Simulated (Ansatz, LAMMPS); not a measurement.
## Charge trapping in glassy 68P2O5-32SrO (mol %) (103 atoms)

Aim: add and remove one electron in glassy 68P2O5-32SrO (mol %) (103 atoms), with atoms held and relaxed, and read trapping energy and localisation.

Program: Ansatz 0.2.0. Level of theory: Kohn-Sham DFT, PBE, PAW (set soft_2), plane waves. Results are calculated unless marked as measured.

## 1. Set-up

The cell holds 103 atoms: 26 P, 6 Sr and 71 O. Its edges and angles: a = 11.392 Å, b = 11.392 Å, c = 11.392 Å, α = 90.0°, β = 90.0°, γ = 90.0°. 103 atoms (26 P, 6 Sr, 71 O) placed at random at 2.76 g/cm³, melted at 4000 K for 10 ps at fixed volume with the Morse and Coulomb pair potential with partial charges (Pedone, Malavasi, Menziani, Cormack and Segre, J. Phys. Chem. B 110, 11780 (2006)). Quenched from 4000 K to 300 K at 50 K/ps and fixed volume, held 10 ps at zero pressure.

What the set-up can't give: The quench rate of 50 K/ps far exceeds what a furnace or splat quench reaches, so expect more defects and frozen-in strain than in a real sample. The network of bonds at the start is that of the classical potential that made the cell, and needn't be the one that DFT or experiment would give. The Brillouin zone is sampled at Γ only, in a cell whose shortest periodic width is 11 Å.

## 2. Single point at the start

The forces at the start show how far the geometry lies from a minimum of this functional.

The input, input.yaml:

```yaml
crystal:
  lattice:
    - [11.39152, 0.0, 0.0]
    - [0.0, 11.39152, 0.0]
    - [0.0, 0.0, 11.39152]
  atoms:
    - { symbol: P, position: [0.56763, 0.74253, 0.49309] }
    - { symbol: P, position: [0.7623, 0.17354, 0.83418] }
    - { symbol: P, position: [0.38217, 0.10109, 0.90899] }
    - { symbol: P, position: [0.65025, 0.06062, 0.19543] }
    - { symbol: P, position: [0.40049, 0.0513, 0.28753] }
    - { symbol: P, position: [0.31094, 0.80325, 0.54356] }
    - { symbol: P, position: [0.78813, 0.31865, 0.42065] }
    - { symbol: P, position: [0.9142, 0.31282, 0.65891] }
    - { symbol: P, position: [0.18382, 0.21567, 0.27409] }
    - { symbol: P, position: [0.48172, 0.48424, 0.06971] }
    - { symbol: P, position: [0.25833, 0.56108, 0.64379] }
    - { symbol: P, position: [0.41079, 0.83776, 0.91078] }
    - { symbol: P, position: [0.85318, 0.94788, 0.31386] }
    - { symbol: P, position: [0.99667, 0.08494, 0.12759] }
    - { symbol: P, position: [0.98038, 0.95724, 0.55206] }
    - { symbol: P, position: [0.92011, 0.52474, 0.97138] }
    - { symbol: P, position: [0.66642, 0.52962, 0.87199] }
    - { symbol: P, position: [0.19153, 0.81019, 0.29933] }
    - { symbol: P, position: [0.79312, 0.25868, 0.08291] }
    - { symbol: P, position: [0.27896, 0.66142, 0.08498] }
    - { symbol: P, position: [0.13189, 0.65532, 0.85802] }
    - { symbol: P, position: [0.18827, 0.48373, 0.27848] }
    - { symbol: P, position: [0.12694, 0.18293, 0.53884] }
    - { symbol: P, position: [0.68774, 0.74715, 0.72436] }
    - { symbol: P, position: [0.65065, 0.83492, 0.04549] }
    - { symbol: P, position: [0.35004, 0.25093, 0.68706] }
    - { symbol: Sr, position: [0.56832, 0.07714, 0.57783] }
    - { symbol: Sr, position: [0.18491, 0.35722, 0.94802] }
    - { symbol: Sr, position: [0.5112, 0.42585, 0.45606] }
    - { symbol: Sr, position: [0.95674, 0.61831, 0.47807] }
    - { symbol: Sr, position: [0.92694, 0.88144, 0.85946] }
    - { symbol: Sr, position: [0.77398, 0.61394, 0.25165] }
    - { symbol: O, position: [0.29025, 0.5119, 0.35675] }
    - { symbol: O, position: [0.24446, 0.74875, 0.18882] }
    - { symbol: O, position: [0.75696, 0.25003, 0.94902] }
    - { symbol: O, position: [0.73656, 0.01975, 0.29278] }
    - { symbol: O, position: [0.52761, 0.08078, 0.24071] }
    - { symbol: O, position: [0.21459, 0.54752, 0.16216] }
    - { symbol: O, position: [0.25246, 0.68734, 0.58782] }
    - { symbol: O, position: [0.30238, 0.35054, 0.75835] }
    - { symbol: O, position: [0.09189, 0.16307, 0.19298] }
    - { symbol: O, position: [0.65059, 0.95359, 0.11371] }
    - { symbol: O, position: [0.24221, 0.20223, 0.61264] }
    - { symbol: O, position: [0.98068, 0.40973, 0.96455] }
    - { symbol: O, position: [0.79575, 0.52553, 0.9185] }
    - { symbol: O, position: [0.65509, 0.43917, 0.77858] }
    - { symbol: O, position: [0.91347, 0.96967, 0.43187] }
    - { symbol: O, position: [0.39719, 0.59259, 0.07395] }
    - { symbol: O, position: [0.94945, 0.43179, 0.69277] }
    - { symbol: O, position: [0.83589, 0.82091, 0.29416] }
    - { symbol: O, position: [0.36988, 0.15991, 0.78476] }
    - { symbol: O, position: [0.20533, 0.34501, 0.24837] }
    - { symbol: O, position: [0.41271, 0.04322, 0.42098] }
    - { symbol: O, position: [0.00784, 0.60376, 0.8903] }
    - { symbol: O, position: [0.30424, 0.14995, 0.26549] }
    - { symbol: O, position: [0.90354, 0.00392, 0.64811] }
    - { symbol: O, position: [0.83139, 0.30804, 0.55244] }
    - { symbol: O, position: [0.09468, 0.7284, 0.32936] }
    - { symbol: O, position: [0.27043, 0.14299, 0.96627] }
    - { symbol: O, position: [0.5356, 0.84174, 0.96896] }
    - { symbol: O, position: [0.58112, 0.50824, 0.97668] }
    - { symbol: O, position: [0.80035, 0.05999, 0.88984] }
    - { symbol: O, position: [0.01759, 0.833, 0.56809] }
    - { symbol: O, position: [0.45283, 0.26846, 0.60924] }
    - { symbol: O, position: [0.40784, 0.76325, 0.80586] }
    - { symbol: O, position: [0.70258, 0.17426, 0.14851] }
    - { symbol: O, position: [0.15027, 0.2085, 0.40564] }
    - { symbol: O, position: [0.87399, 0.24313, 0.35111] }
    - { symbol: O, position: [0.28575, 0.91313, 0.61056] }
    - { symbol: O, position: [0.63049, 0.86492, 0.73243] }
    - { symbol: O, position: [0.81832, 0.74694, 0.7279] }
    - { symbol: O, position: [0.66464, 0.2757, 0.41084] }
    - { symbol: O, position: [0.91877, 0.59567, 0.08006] }
    - { symbol: O, position: [0.36435, 0.94292, 0.22815] }
    - { symbol: O, position: [0.38432, 0.96732, 0.89124] }
    - { symbol: O, position: [0.19728, 0.58424, 0.76425] }
    - { symbol: O, position: [0.9234, 0.01513, 0.2205] }
    - { symbol: O, position: [0.52781, 0.45145, 0.18684] }
    [... 19 atom lines left out ...]
    - { symbol: O, position: [0.40125, 0.39579, 0.01454] }
    - { symbol: O, position: [0.61235, 0.85938, 0.44887] }
    - { symbol: O, position: [0.18448, 0.46911, 0.58084] }
    - { symbol: O, position: [0.65014, 0.65166, 0.81505] }
    - { symbol: O, position: [0.6588, 0.15653, 0.75856] }
    - { symbol: O, position: [0.13567, 0.92813, 0.28028] }
kpoints:
  mp_grid: { grid: [1, 1, 1] }
hamiltonian:
  xc: pbe
scf:
  occupations: { method: fermi_dirac, width: 0.025 }
output:
  forces: true
```

Started as:

```console
$ ansatz run input.yaml --threads 4 --pin off --max-ram 8192MiB --backend cpu --events-out ev --progress --plain --runs-dir out
```

Numbers of over 12 decimals in the logs are rounded to 6 here.

The log of the run:

```text
Engine: ansatz 0.2.0, x86_64-unknown-linux-gnu
Pseudopotentials: kind: paw
Pseudopotential: P, paw, valence charge 5, recommended cutoff 420 eV (normal), P.paw.azcp
Pseudopotential: Sr, paw, valence charge 10, recommended cutoff 420 eV (normal), Sr.paw.azcp
Pseudopotential: O, paw, valence charge 6, recommended cutoff 420 eV (normal), O.paw.azcp
Functional definition: PBE
  parameter kappa = 0.804
  parameter beta = 0.066725
  exchange = pbe_x(kappa = kappa, mu = beta*pi^2/3)
  correlation = pbe_c(beta = beta)
Crystal: 103 atoms, lattice volume = 1478.240 Å³
Basis set: ecut = 420 eV, 28887 PW (Γ), exchange–correlation on 160×160×160 points (8 copies of the dense FFT grid, shifted against one another)
Bands: 411, of which v1, the nominal top of the filled ones, is band 308 counted from 1 (307 counted from 0)
Symmetry: 1 space group operations
Space group: P1 (ITA 1), of the structure as read, at distance tolerance 1.1e-4 Å
k-points: 1
Non-local potential: P, projectors of the file, l = 0: 2, l = 1: 2, l = 2: 2
Non-local potential: Sr, projectors of the file, l = 0: 3, l = 1: 2, l = 2: 2
Non-local potential: O, projectors of the file, l = 0: 2, l = 1: 2, l = 2: 1
PAW form: soft (Blöchl's): semilocal exchange-correlation on the pseudo side does not see the compensation charge
PAW one-centre angular grid: P, 110 points (default); XC on 64 Gauss nodes
PAW one-centre angular grid: Sr, 110 points (default); XC on 64 Gauss nodes
PAW one-centre angular grid: O, 110 points (default); XC on 64 Gauss nodes
Initial density: superposition of atomic densities (neutral atoms: chi_scale 0, normalization atom), corrected by the library's trained network
Initial wavefunctions: pseudopotential atomic-orbital guess
Functional: x = pbe(κ = 0.804, μ = 0.219515), c = pbe(β = 0.066725)
SCF iter   1: F=—  HF=-81231.119716 eV  |F-HF|=—  |Δ(HF+E_count)|=         —  Δρ=5.23e-3  dr2=6.78e-1  ethr=1.77e-3  ⟨swp⟩=8.0  Hψ=2335  notcnv=0  defer=80
preconditioner: auto → Resta (q_TF=auto, 2.358 Å⁻¹)  ε∞=3.2  [insulator: Δε(μ)=2.060 eV  Ē_g=16.144 eV  σ=0.025 eV  W_gap=1.00  n_scr=340 (ndim 8)  ℏωp=23.7 eV  f_vac=0.172  D(μ)=0.00/eV (n_scr^D=0)  ε∞_Penn≈3.2]
SCF iter   2: F=—  HF=-81230.948882 eV  |F-HF|=—  |Δ(HF+E_count)|=   1.71e-1  Δρ=2.70e-3  dr2=1.67e-1  ethr=1.10e-4  ⟨swp⟩=3.0  Hψ=719  notcnv=0  defer=97
SCF iter   3: F=—  HF=-81230.907772 eV  |F-HF|=—  |Δ(HF+E_count)|=   4.11e-2  Δρ=1.25e-3  dr2=4.67e-2  ethr=2.70e-5  ⟨swp⟩=3.0  Hψ=585  notcnv=0  defer=43
automatic band count: iteration 3 solves 357 bands in place of 411: the levels show a gap, and the empty bands left out lie too high to hold charge; the band table lists the bands solved (type scf.n_extra_bands for more)
SCF iter   4: F=—  HF=-81230.893779 eV  |F-HF|=—  |Δ(HF+E_count)|=   1.40e-2  Δρ=5.61e-4  dr2=5.07e-3  ethr=7.58e-6  ⟨swp⟩=3.0  Hψ=597  notcnv=0  defer=43
SCF iter   5: F=—  HF=-81230.893158 eV  |F-HF|=—  |Δ(HF+E_count)|=   6.21e-4  Δρ=2.86e-4  dr2=1.12e-3  ethr=8.22e-7  ⟨swp⟩=3.0  Hψ=768  notcnv=0  defer=43
SCF iter   6: F=—  HF=-81230.893074 eV  |F-HF|=—  |Δ(HF+E_count)|=   8.43e-5  Δρ=8.35e-5  dr2=8.63e-5  ethr=1.81e-7  ⟨swp⟩=3.0  Hψ=565  notcnv=0  defer=43
SCF iter   7: F=—  HF=-81230.893102 eV  |F-HF|=—  |Δ(HF+E_count)|=   2.80e-5  Δρ=4.34e-5  dr2=2.36e-5  ethr=1.40e-8  ⟨swp⟩=3.0  Hψ=707  notcnv=0  defer=43
SCF iter   8: F=—  HF=-81230.893104 eV  |F-HF|=—  |Δ(HF+E_count)|=   1.97e-6  Δρ=1.20e-5  dr2=2.11e-6  ethr=3.83e-9  ⟨swp⟩=3.0  Hψ=611  notcnv=0  defer=43
SCF iter   9: F=—  HF=-81230.893105 eV  |F-HF|=—  |Δ(HF+E_count)|=   1.28e-6  Δρ=5.11e-6  dr2=3.51e-7  ethr=3.43e-10  ⟨swp⟩=3.0  Hψ=691  notcnv=0  defer=43
SCF iter  10: F=-81230.893105 eV  HF=-81230.893105 eV  |F-HF|=2.20e-8  |Δ(HF+E_count)|=   1.38e-7  Δρ=2.72e-6  dr2=9.50e-8  ethr=1.62e-11  ⟨swp⟩=6.0  Hψ=1454  notcnv=0
SCF 1 converged in 10 iterations: F = -81230.893105 eV  dr2 = 9.50e-8
  greatest PAW one-centre occupation: 0.987 electrons in one spin orbital (limit 2), on the Sr atom at site 30 (counted from 0), in its partial waves of l = 0
SCF converged after 10 iterations
Free energy (F): -81230.893105 eV
Harris-Foulkes:  -81230.893105 eV  (|F-HF|=2.20e-8)
Internal energy: -81230.893105 eV  (E = F + TS)
E sigma→0 (E₀):  -81230.893105 eV
Fermi energy:    5.040055 eV
--- Per-component energies (eV) ---
  E_band       = -3608.419878
  E_kinetic    = 16150.189704
  E_local      = -44663.568832  (includes V_loc(G=0)·N_el)
  E_nonlocal   = 5419.717708
  E_hartree    = 15915.006801
  E_xc         = -7930.398352
  E_vxc        = -9305.376081  (∫ρ·V_xc dr)
  E_paw        = -42244.874914  (= ΣΔE_a)
  E_vpaw       = -3039.577669  (= ΣTr[D̂ρ^β])
  E_aug_tail   = 0.179915  (compensation charges beyond the density's cutoff)
  E_ewald      = -23877.145134
  E_smearing   = -0.000000  (= −TS)
  E_closure    = 0.000000  (closes the sum)
  Σ components = -81230.893105   (vs F -81230.893105, Δ=0.00e0)
--- Forces (eV/Å), atoms counted from 1 ---
  atom   1  P      1.62800702     3.80516118    -0.28859963
  atom   2  P     -0.65761708    -4.50334086     0.21833962
  atom   3  P      2.08744239     3.15456439     4.60998237
  atom   4  P      0.13129286    -1.97550557    -0.98852533
  atom   5  P     -1.48470883    -5.47876583     4.14432910
  atom   6  P     -1.32563131     1.77660244     0.34797693
  atom   7  P      2.63876276    -1.38472713    -3.23945640
  atom   8  P     -1.10022281     2.66977558    -0.84527790
  atom   9  P      3.33241377     0.27438164     0.14359692
  atom  10  P     -2.34136228    -3.87514876     0.68057048
  atom  11  P      1.52844971    -3.68296666    -4.43869654
  atom  12  P      1.05616083    -3.34731526    -1.21094692
  atom  13  P      0.31851565    -2.48852100     0.37542158
  atom  14  P     -1.75338485    -1.52637326    -0.60184712
[...]
atom 102  O     -0.74418286     1.25594582    -0.95203580
  atom 103  O      0.84983224     1.14003536    -0.68458052
  max |Σ_I F_I| component: 1.04e-4 eV/Å
```

Elapsed: 12 s, on 4 threads of Intel Xeon Platinum 8488C (Sapphire Rapids), shared host; peak memory 2 GiB; 45 s of CPU time.

The r.m.s. force at the start is 1.7 eV/Å.

## 3. Relaxation

With the cell held, the atoms are moved downhill towards a nearby minimum.

The input, input.yaml:

```yaml
crystal:
  lattice:
    - [11.39152, 0.0, 0.0]
    - [0.0, 11.39152, 0.0]
    - [0.0, 0.0, 11.39152]
  atoms:
    [... the 103 atom lines of step 2 ...]
kpoints:
  mp_grid: { grid: [1, 1, 1] }
hamiltonian:
  xc: pbe
scf:
  occupations: { method: fermi_dirac, width: 0.025 }
output:
  forces: true
relax:
  f_tol: 0.05
  max_steps: 120
```

The log of the run:

```text
[...]
Crystal: 103 atoms, lattice volume = 1478.240 Å³
Basis set: ecut = 420 eV, 28887 PW (Γ), exchange–correlation on 160×160×160 points (8 copies of the dense FFT grid, shifted against one another)
Bands: 411, of which v1, the nominal top of the filled ones, is band 308 counted from 1 (307 counted from 0)
Symmetry: 1 space group operations
[...]
k-points: 1
[...]
SCF iter   1: F=—  HF=-81231.119715 eV  |F-HF|=—  |Δ(HF+E_count)|=         —  Δρ=5.23e-3  dr2=6.78e-1  ethr=1.77e-3  ⟨swp⟩=8.0  Hψ=2335  notcnv=0  defer=80
[...]
SCF iter   6: F=—  HF=-81230.893068 eV  |F-HF|=—  |Δ(HF+E_count)|=   5.98e-5  Δρ=8.52e-5  dr2=8.75e-5  ethr=1.86e-7  ⟨swp⟩=3.0  Hψ=565  notcnv=0  defer=97
SCF iter   7: F=-81230.893093 eV  HF=-81230.893102 eV  |F-HF|=9.72e-6  |Δ(HF+E_count)|=   3.44e-5  Δρ=4.47e-5  dr2=2.46e-5  ethr=1.01e-8  ⟨swp⟩=5.0  Hψ=1333  notcnv=0
SCF 1 converged in 7 iterations: F = -81230.893093 eV  dr2 = 2.46e-5
[...]
relax step   1: F+E_penalty+E_count = -81230.89309252 eV  Δ(F+E_penalty+E_count) = +0.000e0 eV  max|allowed force component| = 5.478e0 eV/Å  Δτ_max = 0.0000 Å  (7 SCF iters, dr2 threshold 6.25e-5 eV, accepted)
[...]
relax step   2: F+E_penalty+E_count = -81236.38794913 eV  Δ(F+E_penalty+E_count) = -5.495e0 eV  max|allowed force component| = 4.389e0 eV/Å  Δτ_max = 0.1950 Å  (7 SCF iters, dr2 threshold 1.00e-4 eV, accepted)
[...]
relax step   3: F+E_penalty+E_count = -81242.17276474 eV  Δ(F+E_penalty+E_count) = -5.785e0 eV  max|allowed force component| = 1.956e0 eV/Å  Δτ_max = 0.1947 Å  (7 SCF iters, dr2 threshold 1.00e-4 eV, accepted)
relax step   4: F+E_penalty+E_count = -81243.98339926 eV  Δ(F+E_penalty+E_count) = -1.811e0 eV  max|allowed force component| = 1.105e0 eV/Å  Δτ_max = 0.1948 Å  (6 SCF iters, dr2 threshold 1.00e-4 eV, accepted)
relax step   5: F+E_penalty+E_count = -81245.46292174 eV  Δ(F+E_penalty+E_count) = -1.480e0 eV  max|allowed force component| = 9.528e-1 eV/Å  Δτ_max = 0.1976 Å  (8 SCF iters, dr2 threshold 1.00e-4 eV, accepted)
relax step   6: F+E_penalty+E_count = -81246.13464132 eV  Δ(F+E_penalty+E_count) = -6.717e-1 eV  max|allowed force component| = 8.058e-1 eV/Å  Δτ_max = 0.1942 Å  (7 SCF iters, dr2 threshold 1.00e-4 eV, accepted)
relax step   7: F+E_penalty+E_count = -81246.60694729 eV  Δ(F+E_penalty+E_count) = -4.723e-1 eV  max|allowed force component| = 5.216e-1 eV/Å  Δτ_max = 0.1955 Å  (6 SCF iters, dr2 threshold 1.00e-4 eV, accepted)
relax step   8: F+E_penalty+E_count = -81246.81437698 eV  Δ(F+E_penalty+E_count) = -2.074e-1 eV  max|allowed force component| = 4.535e-1 eV/Å  Δτ_max = 0.2000 Å  (7 SCF iters, dr2 threshold 1.00e-4 eV, accepted)
relax step   9: F+E_penalty+E_count = -81247.01786025 eV  Δ(F+E_penalty+E_count) = -2.035e-1 eV  max|allowed force component| = 7.146e-1 eV/Å  Δτ_max = 0.1721 Å  (7 SCF iters, dr2 threshold 8.62e-5 eV, accepted)
relax step  10: F+E_penalty+E_count = -81247.19563519 eV  Δ(F+E_penalty+E_count) = -1.778e-1 eV  max|allowed force component| = 7.672e-1 eV/Å  Δτ_max = 0.1525 Å  (6 SCF iters, dr2 threshold 1.00e-4 eV, accepted)
relax step  11: F+E_penalty+E_count = -81247.44450361 eV  Δ(F+E_penalty+E_count) = -2.489e-1 eV  max|allowed force component| = 6.800e-1 eV/Å  Δτ_max = 0.2000 Å  (6 SCF iters, dr2 threshold 1.00e-4 eV, accepted)
relax step  12: F+E_penalty+E_count = -81247.60535189 eV  Δ(F+E_penalty+E_count) = -1.608e-1 eV  max|allowed force component| = 7.033e-1 eV/Å  Δτ_max = 0.1939 Å  (7 SCF iters, dr2 threshold 1.00e-4 eV, accepted)
relax step  13: F+E_penalty+E_count = -81247.75014388 eV  Δ(F+E_penalty+E_count) = -1.448e-1 eV  max|allowed force component| = 6.161e-1 eV/Å  Δτ_max = 0.2000 Å  (7 SCF iters, dr2 threshold 1.00e-4 eV, accepted)
relax step  14: F+E_penalty+E_count = -81247.89118749 eV  Δ(F+E_penalty+E_count) = -1.410e-1 eV  max|allowed force component| = 2.112e-1 eV/Å  Δτ_max = 0.2000 Å  (6 SCF iters, dr2 threshold 1.00e-4 eV, accepted)
relax step  15: F+E_penalty+E_count = -81247.94377124 eV  Δ(F+E_penalty+E_count) = -5.258e-2 eV  max|allowed force component| = 2.233e-1 eV/Å  Δτ_max = 0.0959 Å  (7 SCF iters, dr2 threshold 5.24e-6 eV, accepted)
relax step  16: F+E_penalty+E_count = -81247.97338549 eV  Δ(F+E_penalty+E_count) = -2.961e-2 eV  max|allowed force component| = 1.690e-1 eV/Å  Δτ_max = 0.0595 Å  (6 SCF iters, dr2 threshold 5.86e-6 eV, accepted)
relax step  17: F+E_penalty+E_count = -81248.01948886 eV  Δ(F+E_penalty+E_count) = -4.610e-2 eV  max|allowed force component| = 1.973e-1 eV/Å  Δτ_max = 0.1277 Å  (7 SCF iters, dr2 threshold 1.63e-5 eV, accepted)
relax step  18: F+E_penalty+E_count = -81248.05506491 eV  Δ(F+E_penalty+E_count) = -3.558e-2 eV  max|allowed force component| = 2.074e-1 eV/Å  Δτ_max = 0.1351 Å  (7 SCF iters, dr2 threshold 2.23e-5 eV, accepted)
relax step  19: F+E_penalty+E_count = -81248.08861975 eV  Δ(F+E_penalty+E_count) = -3.355e-2 eV  max|allowed force component| = 4.881e-1 eV/Å  Δτ_max = 0.2000 Å  (7 SCF iters, dr2 threshold 4.30e-5 eV, accepted)
relax step  20: F+E_penalty+E_count = -81248.15882506 eV  Δ(F+E_penalty+E_count) = -7.021e-2 eV  max|allowed force component| = 2.577e-1 eV/Å  Δτ_max = 0.0758 Å  (6 SCF iters, dr2 threshold 1.00e-4 eV, accepted)
relax step  21: F+E_penalty+E_count = -81248.18879681 eV  Δ(F+E_penalty+E_count) = -2.997e-2 eV  max|allowed force component| = 1.325e-1 eV/Å  Δτ_max = 0.0310 Å  (6 SCF iters, dr2 threshold 1.85e-5 eV, accepted)
relax step  22: F+E_penalty+E_count = -81248.18366056 eV  Δ(F+E_penalty+E_count) = +5.136e-3 eV  max|allowed force component| = 4.840e-1 eV/Å  Δτ_max = 0.2000 Å  (8 SCF iters, dr2 threshold 4.64e-6 eV, rejected (line search))
relax step  23: F+E_penalty+E_count = -81248.23310051 eV  Δ(F+E_penalty+E_count) = -4.430e-2 eV  max|allowed force component| = 1.089e-1 eV/Å  Δτ_max = 0.0961 Å  (9 SCF iters, accepted)
relax step  24: F+E_penalty+E_count = -81248.24031436 eV  Δ(F+E_penalty+E_count) = -7.214e-3 eV  max|allowed force component| = 9.645e-2 eV/Å  Δτ_max = 0.0920 Å  (7 SCF iters, dr2 threshold 3.14e-6 eV, accepted)
relax step  25: F+E_penalty+E_count = -81248.22558434 eV  Δ(F+E_penalty+E_count) = +1.473e-2 eV  max|allowed force component| = 1.966e-1 eV/Å  Δτ_max = 0.1500 Å  (7 SCF iters, dr2 threshold 6.29e-6 eV, rejected (line search))
relax step  26: F+E_penalty+E_count = -81248.25062130 eV  Δ(F+E_penalty+E_count) = -1.031e-2 eV  max|allowed force component| = 9.440e-2 eV/Å  Δτ_max = 0.0531 Å  (9 SCF iters, accepted)
relax step  27: F+E_penalty+E_count = -81248.25164794 eV  Δ(F+E_penalty+E_count) = -1.027e-3 eV  max|allowed force component| = 5.880e-2 eV/Å  Δτ_max = 0.0254 Å  (6 SCF iters, dr2 threshold 6.99e-6 eV, accepted)
relax step  28: F+E_penalty+E_count = -81248.24590613 eV  Δ(F+E_penalty+E_count) = +5.742e-3 eV  max|allowed force component| = 1.060e-1 eV/Å  Δτ_max = 0.0666 Å  (9 SCF iters, rejected (line search))
[...]
relax step  29: F+E_penalty+E_count = -81248.25578810 eV  Δ(F+E_penalty+E_count) = -4.140e-3 eV  max|allowed force component| = 3.995e-2 eV/Å  Δτ_max = 0.0283 Å  (9 SCF iters, accepted)
SCF converged after 9 iterations
Free energy (F): -81248.255788 eV
[...]
Internal energy: -81248.255788 eV  (E = F + TS)
E sigma→0 (E₀):  -81248.255788 eV
Fermi energy:    5.281404 eV
[...]
Σ components = -81248.255788   (vs F -81248.255788, Δ=0.00e0)
--- Forces (eV/Å), atoms counted from 1 ---
  atom   1  P      0.00589323     0.01320455     0.00641240
  atom   2  P     -0.00921732     0.00522237    -0.00211571
  atom   3  P      0.00507954     0.00013473    -0.00649329
  atom   4  P      0.00572616    -0.00037076    -0.00190762
[...]
atom 103  O     -0.00614736    -0.00233473    -0.00163528
  max |Σ_I F_I| component: 2.85e-5 eV/Å
--- Relaxed structure (29 steps of the walk, 26 accepted, 0 SCFs on fresh bases) ---
  F+E_penalty+E_count = -81248.25578810 eV   max|allowed force component| = 3.995e-2 eV/Å
  atoms:
    - { symbol: P, position: [0.580562, 0.746377, 0.484311] }
    - { symbol: P, position: [0.796508, 0.175223, 0.817990] }
    - { symbol: P, position: [0.362398, 0.097796, 0.921247] }
    - { symbol: P, position: [0.640170, 0.059795, 0.195143] }
[...]
- { symbol: O, position: [0.183463, 0.913128, 0.256919] }
```

Elapsed: 3.7 min, on 4 threads; peak memory 2 GiB.

The relaxation converged after 29 steps, 17.4 eV below its start, with a largest force component of 0.040 eV/Å.

[end of part 1 of 4]

[Logs are printed without paths, hosts, clocks, repeated set-up lines and the standing remarks that a program may print on its own settings, such as how far it seeks lower states.]

[Hosts, paths, dates, database ids (printed as entryN), source tags and the programs' standing remarks are cut or masked in the printed files.]
